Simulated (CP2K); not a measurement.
The C K edge of mercaptoacetaldehyde was computed by TDDFT (CP2K XAS_TDP, aug-cc-pVDZ, TDA) at these levels: PBEh(45%), PBEh(45%) + GW2X and PBEh(60%). The first three lines of C2 (bonded to C, O and H) with a strength over 0.0015, energy in eV and strength:

| run | first | second | third |
| --- | --- | --- | --- |
| 1 | 285.28 (0.077) | 291.33 (0.026) | 292.44 (0.002) |
| 2 | 288.47 (0.067) | 293.38 (0.013) | 294.16 (0.003) |
| 3 | 281.65 (0.069) | 286.56 (0.013) | 287.34 (0.003) |

Q: Which run is which?

Run 1: PBEh(60%) (60 % exact exchange). Run 2: PBEh(45%) + GW2X (45 % exact exchange). Run 3: PBEh(45%) (45 % exact exchange). Self-interaction lifts the core level, so the uncorrected lines rise with the share of exact exchange. The GW2X run keeps the spacings of its parent: 4.91 eV between the first two lines in run 2, 4.91 eV in run 3. Its shift is +6.82 eV, since the Kohn–Sham level at this share of exchange lies that far above the quasiparticle level.

[Hosts, paths, dates, database ids (printed as entryN), source tags and the programs' standing remarks are cut or masked in the printed files.]
